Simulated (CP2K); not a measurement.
Two runs for the C K edge of aminocyclopropane. Run A: CP2K XAS_TDP, all-electron GAPW, PBEh(45%), aug-cc-pVDZ, TDA, no relativity. Run B differs in one setting.

First lines with a strength over 0.0015. A:

| atom | energy (eV) | states | strength, one atom |
| --- | --- | --- | --- |
| C2 (bonded to 2 C, N and H) | 284.80 | 1 | 0.0129 |
|  | 285.33 | 1 | 0.0020 |
|  | 285.64 | 1 | 0.0051 |
|  | 285.81 | 1 | 0.0157 |
|  | 285.96 | 1 | 0.0258 |
| C3 (bonded to 2 C and 2 H) | 283.97 | 1 | 0.0062 |
|  | 284.21 | 1 | 0.0162 |
|  | 284.65 | 1 | 0.0105 |
|  | 285.36 | 1 | 0.0153 |
|  | 285.57 | 1 | 0.0130 |

B:

| atom | energy (eV) | states | strength, one atom |
| --- | --- | --- | --- |
| C2 (bonded to 2 C, N and H) | 290.62 | 1 | 0.0127 |
|  | 291.15 | 1 | 0.0020 |
|  | 291.46 | 1 | 0.0050 |
|  | 291.62 | 1 | 0.0154 |
|  | 291.78 | 1 | 0.0253 |
| C3 (bonded to 2 C and 2 H) | 289.93 | 1 | 0.0061 |
|  | 290.16 | 1 | 0.0159 |
|  | 290.60 | 1 | 0.0102 |
|  | 291.31 | 1 | 0.0150 |
|  | 291.52 | 1 | 0.0127 |

**Question.** Which was it: the functional, scalar relativity switched on, GW2X switched on, the basis?

GW2X switched on. GW2X shifts an atom's lines together and keeps their spacings. Against PBEh(45%) in aug-cc-pVDZ, the leading lines move by +5.82 eV (C2, to 290.62) and +5.96 eV (C3, to 289.93).

[Hosts, paths, dates, database ids (printed as entryN), source tags and the programs' standing remarks are cut or masked in the printed files.]
